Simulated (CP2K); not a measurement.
Two runs for the F K edge of difluoromethane. Run A: CP2K XAS_TDP, all-electron GAPW, PBEh(45%), aug-cc-pVTZ, TDA, no relativity. Run B differs in one setting.

First lines with a strength over 0.0015. A:

| atom | energy (eV) | states | strength, one atom |
| --- | --- | --- | --- |
| F1 (bonded to C), 2 alike | 683.05 | 1 | 0.0300 |
|  | 683.93 | 1 | 0.0031 |
|  | 684.47 | 1 | 0.0076 |
|  | 685.41 | 1 | 0.0113 |
|  | 686.56 | 1 | 0.0052 |

B:

| atom | energy (eV) | states | strength, one atom |
| --- | --- | --- | --- |
| F1 (bonded to C), 2 alike | 687.51 | 1 | 0.0298 |
|  | 688.39 | 1 | 0.0031 |
|  | 688.93 | 1 | 0.0076 |
|  | 689.88 | 1 | 0.0112 |
|  | 691.02 | 1 | 0.0052 |

Which was it: the functional, the basis, scalar relativity switched on, GW2X switched on?

GW2X switched on. GW2X shifts an atom's lines together and keeps their spacings. Against PBEh(45%) in aug-cc-pVTZ, the leading line moves by +4.46 eV, to 687.51 eV.

[Hosts, paths, dates, database ids (printed as entryN), source tags and the programs' standing remarks are cut or masked in the printed files.]
